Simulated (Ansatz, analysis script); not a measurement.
# Magnetovolume effects in a linear Mo chain, spacing 2.395 Å

How do the moments of a linear Mo chain, spacing 2.395 Å answer to compression and expansion?

Program: Ansatz 0.2.0. Level of theory: PBE, PAW set soft_1. Results are calculated unless marked as measured.

## Step 1: Set-up

The cell holds 1 atom: 1 Mo. Cell: a = 12.000 Å, b = 12.000 Å, c = 2.395 Å, α = 90.0°, β = 90.0°, γ = 90.0°. An idealised lattice of chosen spacing, in vacuum. Vacuum lies along a and b. The structure's axis is c.

## Step 2: Two spin channels first

The work starts on two spin channels, which tell the size of the moments.

File input.yaml:

```yaml
crystal:
  lattice:
    - [12.0, 0.0, 0.0]
    - [0.0, 12.0, 0.0]
    - [0.0, 0.0, 2.395]
  atoms:
    - { symbol: Mo, position: [0.5, 0.5, 0.0], spin: 1.0 }
magnetization:
  spin_polarized: true
kpoints:
  mp_grid: { grid: [1, 1, 33] }
hamiltonian:
  xc: pbe
  pseudopotentials: { kind: paw, azcp: { folder: soft_1 } }
scf:
  occupations: { method: fermi_dirac, width: 0.05 }
  max_iter: 120
  convergence: { dr2_threshold: 1.0e-08 }
  lower_state_search: "off"
```

Launch:

```console
$ ansatz run input.yaml --threads 2 --pin off --max-ram 5120MiB --backend cpu --events-out ev --progress --plain --runs-dir out
```

Numbers of over 12 decimals in the logs are rounded to 6 here.

The program printed:

```text
Engine: ansatz 0.2.0, aarch64-unknown-linux-gnu
Pseudopotentials: kind: paw
Pseudopotential: Mo, paw, valence charge 14, recommended cutoff 420 eV (normal), soft_1/Mo.paw.azcp
Functional definition: PBE
  parameter kappa = 0.804
  parameter beta = 0.066725
  exchange = pbe_x(kappa = kappa, mu = beta*pi^2/3)
  correlation = pbe_c(beta = beta)
Crystal: 1 atoms, lattice volume = 344.880 Å³
Basis set: ecut = 420 eV, 6641 PW (Γ)
Bands: 12, of which v1, the nominal top of the filled ones, is band 7 counted from 1 (6 counted from 0)
Symmetry: 16 space group operations
Space group: P4/mmm (ITA 123), of the structure as read, at distance tolerance 7.0e-5 Å
Magnetic group: BNS 123.339 (UNI 999), of the structure as read, at distance tolerance 7.0e-5 Å
k-points: 17 of 33
Non-local potential: Mo, projectors of the file, l = 0: 3, l = 1: 2, l = 2: 2, l = 3: 1
PAW form: soft (Blöchl's): semilocal exchange-correlation on the pseudo side does not see the compensation charge
PAW one-centre angular grid: Mo, 590 points (default); XC on 64 Gauss nodes
Initial density: superposition of atomic densities (neutral atoms: chi_scale 0, normalization atom)
Starting moments: Σ|m| = 1 μB on 1 of 1 site
Initial wavefunctions: pseudopotential atomic-orbital guess
Functional: x = pbe(κ = 0.804, μ = 0.219515), c = pbe(β = 0.066725)
SCF iter   1: F=—  HF=-4951.330537 eV  |F-HF|=—  |Δ(HF+E_count)|=         —  Δρ=1.15e-2 (↑1.15e-2 ↓1.01e-2)  dr2=9.44e-1  dr2_m=1.63e-1  M=0.703 μB ∫|m|=0.703 μB  β_m=0.30  ethr=3.10e-3  ⟨swp⟩=6.9  Hψ=2805  notcnv=0
preconditioner: auto → LDOS  [metal: Δε(μ)=0.092 eV  Ē_g=4.488 eV  σ=0.050 eV  W_gap=0.39  n_scr=28 (ndim 8)  ℏωp=4.9 eV  f_vac=0.793  D(μ)=3.42/eV (n_scr^D=20)]
spin=Collinear: LDOS preconditioning applied to the charge; magnetization (m = ρ↑ − ρ↓) channel mixes plain (no charge-response kernel on spin).
SCF iter   2: F=—  HF=-4951.127175 eV  |F-HF|=—  |Δ(HF+E_count)|=   2.03e-1  Δρ=7.50e-3 (↑7.50e-3 ↓5.85e-3)  dr2=2.43e-1  dr2_m=8.95e-2  M=0.648 μB ∫|m|=0.649 μB  β_m=0.30  ethr=3.10e-3  ⟨swp⟩=2.0  Hψ=800  notcnv=0
SCF iter   3: F=—  HF=-4951.078270 eV  |F-HF|=—  |Δ(HF+E_count)|=   4.89e-2  Δρ=4.14e-3 (↑4.14e-3 ↓4.14e-3)  dr2=1.75e-2  dr2_m=4.77e-2  M=0.620 μB ∫|m|=0.620 μB  β_m=0.30  ethr=1.74e-3  ⟨swp⟩=2.5  Hψ=705  notcnv=0  defer=2
SCF iter   4: F=—  HF=-4951.090581 eV  |F-HF|=—  |Δ(HF+E_count)|=   1.23e-2  Δρ=3.04e-3 (↑2.95e-3 ↓3.04e-3)  dr2=4.22e-3  dr2_m=2.68e-2  M=0.602 μB ∫|m|=0.603 μB  β_m=0.30  ethr=1.25e-4  ⟨swp⟩=2.2  Hψ=676  notcnv=0  defer=6
SCF iter   5: F=—  HF=-4951.098852 eV  |F-HF|=—  |Δ(HF+E_count)|=   8.27e-3  Δρ=2.22e-3 (↑2.22e-3 ↓2.22e-3)  dr2=4.16e-4  dr2_m=1.54e-2  M=0.584 μB ∫|m|=0.584 μB  β_m=0.30  ethr=3.02e-5  ⟨swp⟩=2.6  Hψ=665  notcnv=0  defer=6
SCF iter   6: F=—  HF=-4951.102176 eV  |F-HF|=—  |Δ(HF+E_count)|=   3.32e-3  Δρ=1.74e-3 (↑1.74e-3 ↓1.65e-3)  dr2=1.75e-4  dr2_m=9.06e-3  M=0.567 μB ∫|m|=0.567 μB  β_m=0.30  ethr=2.97e-6  ⟨swp⟩=2.1  Hψ=684  notcnv=0  defer=6
SCF iter   7: F=—  HF=-4951.103629 eV  |F-HF|=—  |Δ(HF+E_count)|=   1.45e-3  Δρ=1.32e-3 (↑1.32e-3 ↓1.29e-3)  dr2=1.34e-5  dr2_m=5.38e-3  M=0.554 μB ∫|m|=0.554 μB  β_m=0.30  ethr=1.25e-6  ⟨swp⟩=2.5  Hψ=660  notcnv=0  defer=6
Mixer restart at iter 7: flushing history
spin-set hold released at iteration 7 (site moments contracting): the magnetisation degrees of freedom join the quasi-Newton model from the next iteration; the mixer history was flushed
SCF iter   8: F=—  HF=-4951.104548 eV  |F-HF|=—  |Δ(HF+E_count)|=   9.18e-4  Δρ=1.05e-3 (↑1.05e-3 ↓1.01e-3)  dr2=1.85e-5  dr2_m=3.34e-3  M=0.541 μB ∫|m|=0.542 μB  β_m=0.60  ethr=9.59e-8  ⟨swp⟩=2.1  Hψ=631  notcnv=0  defer=6
SCF iter   9: F=—  HF=-4951.106411 eV  |F-HF|=—  |Δ(HF+E_count)|=   1.86e-3  Δρ=3.30e-4 (↑3.30e-4 ↓2.74e-4)  dr2=2.15e-5  dr2_m=2.87e-4  M=0.480 μB ∫|m|=0.481 μB  β_m=0.82  ethr=9.59e-8  ⟨swp⟩=2.9  Hψ=742  notcnv=0  defer=6
SCF iter  10: F=—  HF=-4951.107105 eV  |F-HF|=—  |Δ(HF+E_count)|=   6.93e-4  Δρ=2.10e-4 (↑2.10e-4 ↓1.91e-4)  dr2=8.43e-6  dr2_m=1.27e-4  M=0.430 μB ∫|m|=0.430 μB  β_m=0.71  ethr=9.59e-8  ⟨swp⟩=2.8  Hψ=761  notcnv=0  defer=6
SCF iter  11: F=—  HF=-4951.107891 eV  |F-HF|=—  |Δ(HF+E_count)|=   7.86e-4  Δρ=7.71e-5 (↑7.71e-5 ↓6.85e-5)  dr2=5.74e-6  dr2_m=1.52e-5  M=0.343 μB ∫|m|=0.343 μB  β_m=0.81  ethr=6.02e-8  ⟨swp⟩=3.0  Hψ=868  notcnv=0  defer=6
SCF iter  12: F=—  HF=-4951.108010 eV  |F-HF|=—  |Δ(HF+E_count)|=   1.19e-4  Δρ=4.13e-5 (↑3.41e-5 ↓4.13e-5)  dr2=1.71e-6  dr2_m=4.03e-6  M=0.302 μB ∫|m|=0.302 μB  β_m=0.90  ethr=4.10e-8  ⟨swp⟩=3.3  Hψ=801  notcnv=0  defer=6
SCF iter  13: F=—  HF=-4951.108038 eV  |F-HF|=—  |Δ(HF+E_count)|=   2.84e-5  Δρ=2.58e-5 (↑2.30e-5 ↓2.58e-5)  dr2=6.10e-7  dr2_m=1.78e-6  M=0.283 μB ∫|m|=0.283 μB  β_m=0.95  ethr=1.22e-8  ⟨swp⟩=2.5  Hψ=730  notcnv=0  defer=6
SCF iter  14: F=—  HF=-4951.108058 eV  |F-HF|=—  |Δ(HF+E_count)|=   2.01e-5  Δρ=1.47e-5 (↑1.17e-5 ↓1.47e-5)  dr2=2.74e-7  dr2_m=5.05e-7  M=0.258 μB ∫|m|=0.258 μB  β_m=0.98  ethr=4.36e-9  ⟨swp⟩=3.4  Hψ=859  notcnv=0  defer=6
SCF iter  15: F=—  HF=-4951.108063 eV  |F-HF|=—  |Δ(HF+E_count)|=   5.20e-6  Δρ=5.65e-6 (↑5.65e-6 ↓4.61e-6)  dr2=1.73e-8  dr2_m=7.80e-8  M=0.239 μB ∫|m|=0.239 μB  β_m=0.99  ethr=1.96e-9  ⟨swp⟩=3.4  Hψ=875  notcnv=0  defer=6
iter 16 did not close the SCF: its close was put off for a magnetic moment that had not settled (scf_convergence_deferred on its scf_iter line)
SCF iter  16: F=-4951.108064 eV  HF=-4951.108064 eV  |F-HF|=2.99e-9  |Δ(HF+E_count)|=   5.23e-7  Δρ=1.16e-6 (↑1.16e-6 ↓9.12e-7)  dr2=8.90e-10  dr2_m=3.17e-9  M=0.232 μB ∫|m|=0.232 μB  β_m=0.99  ethr=7.14e-11  ⟨swp⟩=3.9  Hψ=1117  notcnv=0
SCF iter  17: F=-4951.108064 eV  HF=-4951.108064 eV  |F-HF|=4.40e-10  |Δ(HF+E_count)|=   1.28e-8  Δρ=1.73e-7 (↑1.27e-7 ↓1.73e-7)  dr2=5.24e-10  dr2_m=1.30e-11  M=0.230 μB ∫|m|=0.231 μB  ethr=6.36e-12  ⟨swp⟩=1.0  Hψ=1470  notcnv=0
SCF 1 converged in 17 iterations: F = -4951.108064 eV  dr2 = 5.24e-10
  greatest PAW one-centre occupation: 0.999 electrons in one spin orbital (limit 2), on the Mo atom at site 0 (counted from 0), in its partial waves of l = 0
SCF converged after 17 iterations
Magnetization: 0.2304 μB (7.1152 up, 6.8848 down)
Absolute magnetization: 0.2305 μB (∫|ρ↑−ρ↓|, with the PAW one-centre terms)
Spin contamination: 0.0002 ħ² per cell (⟨S²⟩ above its minimum at these occupations)
Per-site moments (μB) at R_I (Å): [(0.137801, 0.9879375)]
Free energy (F): -4951.108064 eV
Harris-Foulkes:  -4951.108064 eV  (|F-HF|=4.40e-10)
Internal energy: -4951.083186 eV  (E = F + TS)
E sigma→0 (E₀):  -4951.095625 eV
Entropy (-TS):   -0.024878 eV (-24.878 meV/atom)
Fermi energy:    -3.413697 eV
--- Per-component energies (eV) ---
  E_band       = -385.478269
  E_kinetic    = 418.325223
  E_local      = -4130.934550  (includes V_loc(G=0)·N_el)
  E_nonlocal   = 153.993040
  E_hartree    = 1773.652472
  E_xc         = -170.727950
  E_vxc        = -212.168281  (∫ρ·V_xc dr)
  E_paw        = -3213.469804  (= ΣΔE_a)
  E_vpaw       = -162.000225  (= ΣTr[D̂ρ^β])
  E_aug_tail   = 0.000052  (compensation charges beyond the density's cutoff)
  E_ewald      = 218.078329
  E_smearing   = -0.024878  (= −TS)
  E_closure    = 0.000000  (closes the sum)
  Σ components = -4951.108064   (vs F -4951.108064, Δ=0.00e0)
```

Wall time 7.3 s (2 threads of Arm Neoverse V1, shared host); peak memory 0.51 GiB; 14 s of CPU time.

Spin moment in the atom's sphere by atom:

```
atom  spin moment in the atom's sphere (μB)
 Mo1                                  0.138
```

The run ends weakly spin-polarised, with a net moment of 0.23 μB a cell. Only this order was typed.

## Step 3: Mesh refined

Levels at the Fermi energy are partly filled, so moments and energy differences can hang on the k-mesh, and the state is solved again on a denser one.

input.yaml, as its differences from that of step 2:

```diff
@@ -10,3 +10,3 @@
 kpoints:
-  mp_grid: { grid: [1, 1, 33] }
+  mp_grid: { grid: [1, 1, 44] }
 hamiltonian:
@@ -19 +19,3 @@
   lower_state_search: "off"
+basis:
+  ecutwfc: 420.0
```

The program printed:

```text
[...]
Crystal: 1 atoms, lattice volume = 344.880 Å³
Basis set: ecut = 420 eV, 6641 PW (Γ)
Bands: 12, of which v1, the nominal top of the filled ones, is band 7 counted from 1 (6 counted from 0)
Symmetry: 16 space group operations
[...]
k-points: 23 of 44
[...]
Starting moments: Σ|m| = 1 μB on 1 of 1 site
[...]
SCF converged after 20 iterations
Magnetization: -0.0000 μB (7.0000 up, 7.0000 down)
Absolute magnetization: 0.0000 μB (∫|ρ↑−ρ↓|, with the PAW one-centre terms)
[...]
Per-site moments (μB) at R_I (Å): [(-9.940799242706846e-6, 0.9879375)]
Free energy (F): -4951.110337 eV
[...]
Internal energy: -4951.086827 eV  (E = F + TS)
E sigma→0 (E₀):  -4951.098582 eV
Entropy (-TS):   -0.023510 eV (-23.510 meV/atom)
Fermi energy:    -3.382852 eV
[...]
```

Run time: 11 s. Hardware: 2 threads; peak memory 0.55 GiB; 22 s of CPU time.

The spin moment in the atom's sphere vanishes on all atoms.

The run ends non-magnetic, with a net moment of 0 μB a cell, against 0.23 μB on the first mesh.

The cell's length along the chain is scaled by the factor named; fractional positions stay, and energies count from the lowest run.

## Step 4: Factor 0.88, typed moments

Three starts at each size show whether high-spin, low-spin and non-magnetic states coexist. One mesh, built for the smallest cell, and one cutoff serve all sizes, so that energies can be subtracted.

input.yaml, the sections that differ from step 3:

```yaml
crystal:
  lattice:
    - [12.0, 0.0, 0.0]
    - [0.0, 12.0, 0.0]
    - [0.0, 0.0, 2.1076]
  atoms:
    - { symbol: Mo, position: [0.5, 0.5, 0.0], spin: 1.0 }
kpoints:
  mp_grid: { grid: [1, 1, 46] }
output:
  stress: true
# magnetization, hamiltonian, scf, basis: as in step 3
```

Launch:

```console
$ ansatz run input.yaml --threads 1 --pin off --max-ram 2560MiB --backend cpu --events-out ev --progress --plain --runs-dir out
```

The program printed:

```text
Warning: output.stress: scf.convergence.dr2_threshold = 1e-8 eV is looser than the 1e-10 eV advised for a printed stress (1e-10 eV for each atom of the cell: 1). What an SCF threshold leaves in a stress goes as its square root, and in the free energy as the threshold itself, and one threshold admits the most on a small cell: [figures from the program's tests cut] Set scf.convergence.dr2_threshold to 1e-10 eV or tighter. The threshold is an SCF's pass mark: one that does not reach it within its budget of iterations ends unconverged, or closes short of it on a stop that the run arms, and scf.convergence.dr2_threshold's page says what that costs each kind of run
[...]
Crystal: 1 atoms, lattice volume = 303.494 Å³
Basis set: ecut = 420 eV, 6007 PW (Γ)
Bands: 12, of which v1, the nominal top of the filled ones, is band 7 counted from 1 (6 counted from 0)
Symmetry: 16 space group operations
[...]
k-points: 24 of 46
[...]
Starting moments: Σ|m| = 1 μB on 1 of 1 site
[...]
SCF iter   1: F=—  HF=-4951.497337 eV  |F-HF|=—  |Δ(HF+E_count)|=         —  Δρ=1.27e-2 (↑1.15e-2 ↓1.27e-2)  dr2=8.86e-1  dr2_m=2.42e-1  M=0.419 μB ∫|m|=0.419 μB  β_m=0.30  ethr=3.10e-3  ⟨swp⟩=6.9  Hψ=4184  notcnv=0
[...]
spin=Collinear: Resta preconditioning applied to the charge; magnetization (m = ρ↑ − ρ↓) channel mixes plain (no charge-response kernel on spin).
SCF iter   2: F=—  HF=-4951.311429 eV  |F-HF|=—  |Δ(HF+E_count)|=   1.86e-1  Δρ=8.94e-3 (↑8.94e-3 ↓8.35e-3)  dr2=2.94e-1  dr2_m=1.44e-1  M=0.353 μB ∫|m|=0.353 μB  β_m=0.30  ethr=3.10e-3  ⟨swp⟩=2.1  Hψ=1118  notcnv=0
[...]
SCF iter  14: F=-4951.285618 eV  HF=-4951.285618 eV  |F-HF|=7.46e-11  |Δ(HF+E_count)|=   1.55e-9  Δρ=1.05e-7 (↑1.00e-7 ↓1.05e-7)  dr2=1.30e-10  dr2_m=5.61e-12  M=0.000 μB ∫|m|=0.000 μB  ethr=3.10e-12  ⟨swp⟩=1.3  Hψ=1708  notcnv=0
[...]
SCF 1 converged in 14 iterations: F = -4951.285618 eV  dr2 = 1.30e-10
[...]
SCF converged after 14 iterations
Magnetization: 0.0000 μB (7.0000 up, 7.0000 down)
Absolute magnetization: 0.0000 μB (∫|ρ↑−ρ↓|, with the PAW one-centre terms)
[...]
Per-site moments (μB) at R_I (Å): [(2.611883076940377e-6, 0.869385)]
Free energy (F): -4951.285618 eV
[...]
Internal energy: -4951.272047 eV  (E = F + TS)
E sigma→0 (E₀):  -4951.278833 eV
Entropy (-TS):   -0.013571 eV (-13.571 meV/atom)
Fermi energy:    -3.197900 eV
[...]
--- Stress (GPa, compression-positive) ---
       -0.000701       0.000000       0.000000
        0.000000      -0.000701       0.000000
        0.000000       0.000000       2.764833
  P = ⅓ Tr σ = 0.9211 GPa (9.211 kbar)
```

Wall time 13 s (1 thread); peak memory 0.5 GiB.

It ends non-magnetic, with 0 μB on the largest site.

## Step 5: Factor 0.88, starting moments cut to 30 %

A self-consistent run from these starting moments shows which magnetic state they lead to.

input.yaml, as its differences from that of step 4:

```diff
@@ -6,3 +6,3 @@
   atoms:
-    - { symbol: Mo, position: [0.5, 0.5, 0.0], spin: 1.0 }
+    - { symbol: Mo, position: [0.5, 0.5, 0.0], spin: 0.3 }
 magnetization:
```

The program printed:

```text
[...]
Crystal: 1 atoms, lattice volume = 303.494 Å³
Basis set: ecut = 420 eV, 6007 PW (Γ)
Bands: 12, of which v1, the nominal top of the filled ones, is band 7 counted from 1 (6 counted from 0)
Symmetry: 16 space group operations
[...]
k-points: 24 of 46
[...]
Internal energy: -4951.272047 eV  (E = F + TS)
E sigma→0 (E₀):  -4951.278833 eV
Entropy (-TS):   -0.013571 eV (-13.571 meV/atom)
Fermi energy:    -3.197888 eV
[...]
--- Stress (GPa, compression-positive) ---
       -0.000699       0.000000       0.000000
        0.000000      -0.000699       0.000000
        0.000000       0.000000       2.764844
  P = ⅓ Tr σ = 0.9211 GPa (9.211 kbar)
[key lines of the parts left out:]
SCF converged after 14 iterations
Magnetization: 0.0000 μB (7.0000 up, 7.0000 down)
Free energy (F): -4951.285618 eV
```

Wall time 15 s (1 thread); peak memory 0.5 GiB.

It ends non-magnetic, with 0 μB on the largest site.

## Step 6: Factor 0.96, typed moments

A self-consistent run from these starting moments shows which magnetic state they lead to.

input.yaml, as its differences from that of step 5:

```diff
@@ -4,5 +4,5 @@
     - [0.0, 12.0, 0.0]
-    - [0.0, 0.0, 2.1076]
+    - [0.0, 0.0, 2.2992]
   atoms:
-    - { symbol: Mo, position: [0.5, 0.5, 0.0], spin: 0.3 }
+    - { symbol: Mo, position: [0.5, 0.5, 0.0], spin: 1.0 }
 magnetization:
```

The program printed:

```text
[...]
Crystal: 1 atoms, lattice volume = 331.085 Å³
Basis set: ecut = 420 eV, 6479 PW (Γ)
Bands: 12, of which v1, the nominal top of the filled ones, is band 7 counted from 1 (6 counted from 0)
Symmetry: 16 space group operations
[...]
k-points: 24 of 46
[...]
Internal energy: -4951.294087 eV  (E = F + TS)
E sigma→0 (E₀):  -4951.302542 eV
Entropy (-TS):   -0.016910 eV (-16.910 meV/atom)
Fermi energy:    -3.337388 eV
[...]
--- Stress (GPa, compression-positive) ---
       -0.000762       0.000000       0.000000
        0.000000      -0.000762       0.000000
        0.000000       0.000000      -1.790000
  P = ⅓ Tr σ = -0.5972 GPa (-5.972 kbar)
[key lines of the parts left out:]
SCF converged after 16 iterations
Magnetization: -0.0000 μB (7.0000 up, 7.0000 down)
Free energy (F): -4951.310997 eV
```

It took 16 s on 1 thread; peak memory 0.53 GiB.

It ends non-magnetic, with 0 μB on the largest site.

## Step 7: Factor 1.05, typed moments

input.yaml, as its differences from that of step 6:

```diff
@@ -4,3 +4,3 @@
     - [0.0, 12.0, 0.0]
-    - [0.0, 0.0, 2.2992]
+    - [0.0, 0.0, 2.51475]
   atoms:
```

The program printed:

```text
[...]
Crystal: 1 atoms, lattice volume = 362.124 Å³
Basis set: ecut = 420 eV, 7097 PW (Γ)
Bands: 12, of which v1, the nominal top of the filled ones, is band 7 counted from 1 (6 counted from 0)
Symmetry: 16 space group operations
[...]
k-points: 24 of 46
[...]
Internal energy: -4950.945272 eV  (E = F + TS)
E sigma→0 (E₀):  -4950.957736 eV
Entropy (-TS):   -0.024928 eV (-24.928 meV/atom)
Fermi energy:    -3.049504 eV
[...]
--- Stress (GPa, compression-positive) ---
       -0.000841       0.000000       0.000000
        0.000000      -0.000841       0.000000
        0.000000       0.000000      -1.503082
  P = ⅓ Tr σ = -0.5016 GPa (-5.016 kbar)
[key lines of the parts left out:]
SCF converged after 20 iterations
Magnetization: 2.6970 μB (8.3485 up, 5.6515 down)
Free energy (F): -4950.970200 eV
```

Elapsed: 22 s, on 1 thread; peak memory 0.56 GiB.

It ends ferromagnetic, with 1.64 μB on the largest site.

(Part 1 of 2 ends here.)

[Logs and program files are shortened in this print: banners, set-up blocks, solver, clock and traceback lines can be left out without a mark of their own.]

[Logs are printed without paths, hosts, clocks, repeated set-up lines and the standing remarks that a program may print on its own settings, such as how far it seeks lower states.]

[Hosts, paths, dates, database ids (printed as entryN), source tags and the programs' standing remarks are cut or masked in the printed files.]

[Where the input sets lower_state_search to off, the program did not look for lower states, so one may exist.]
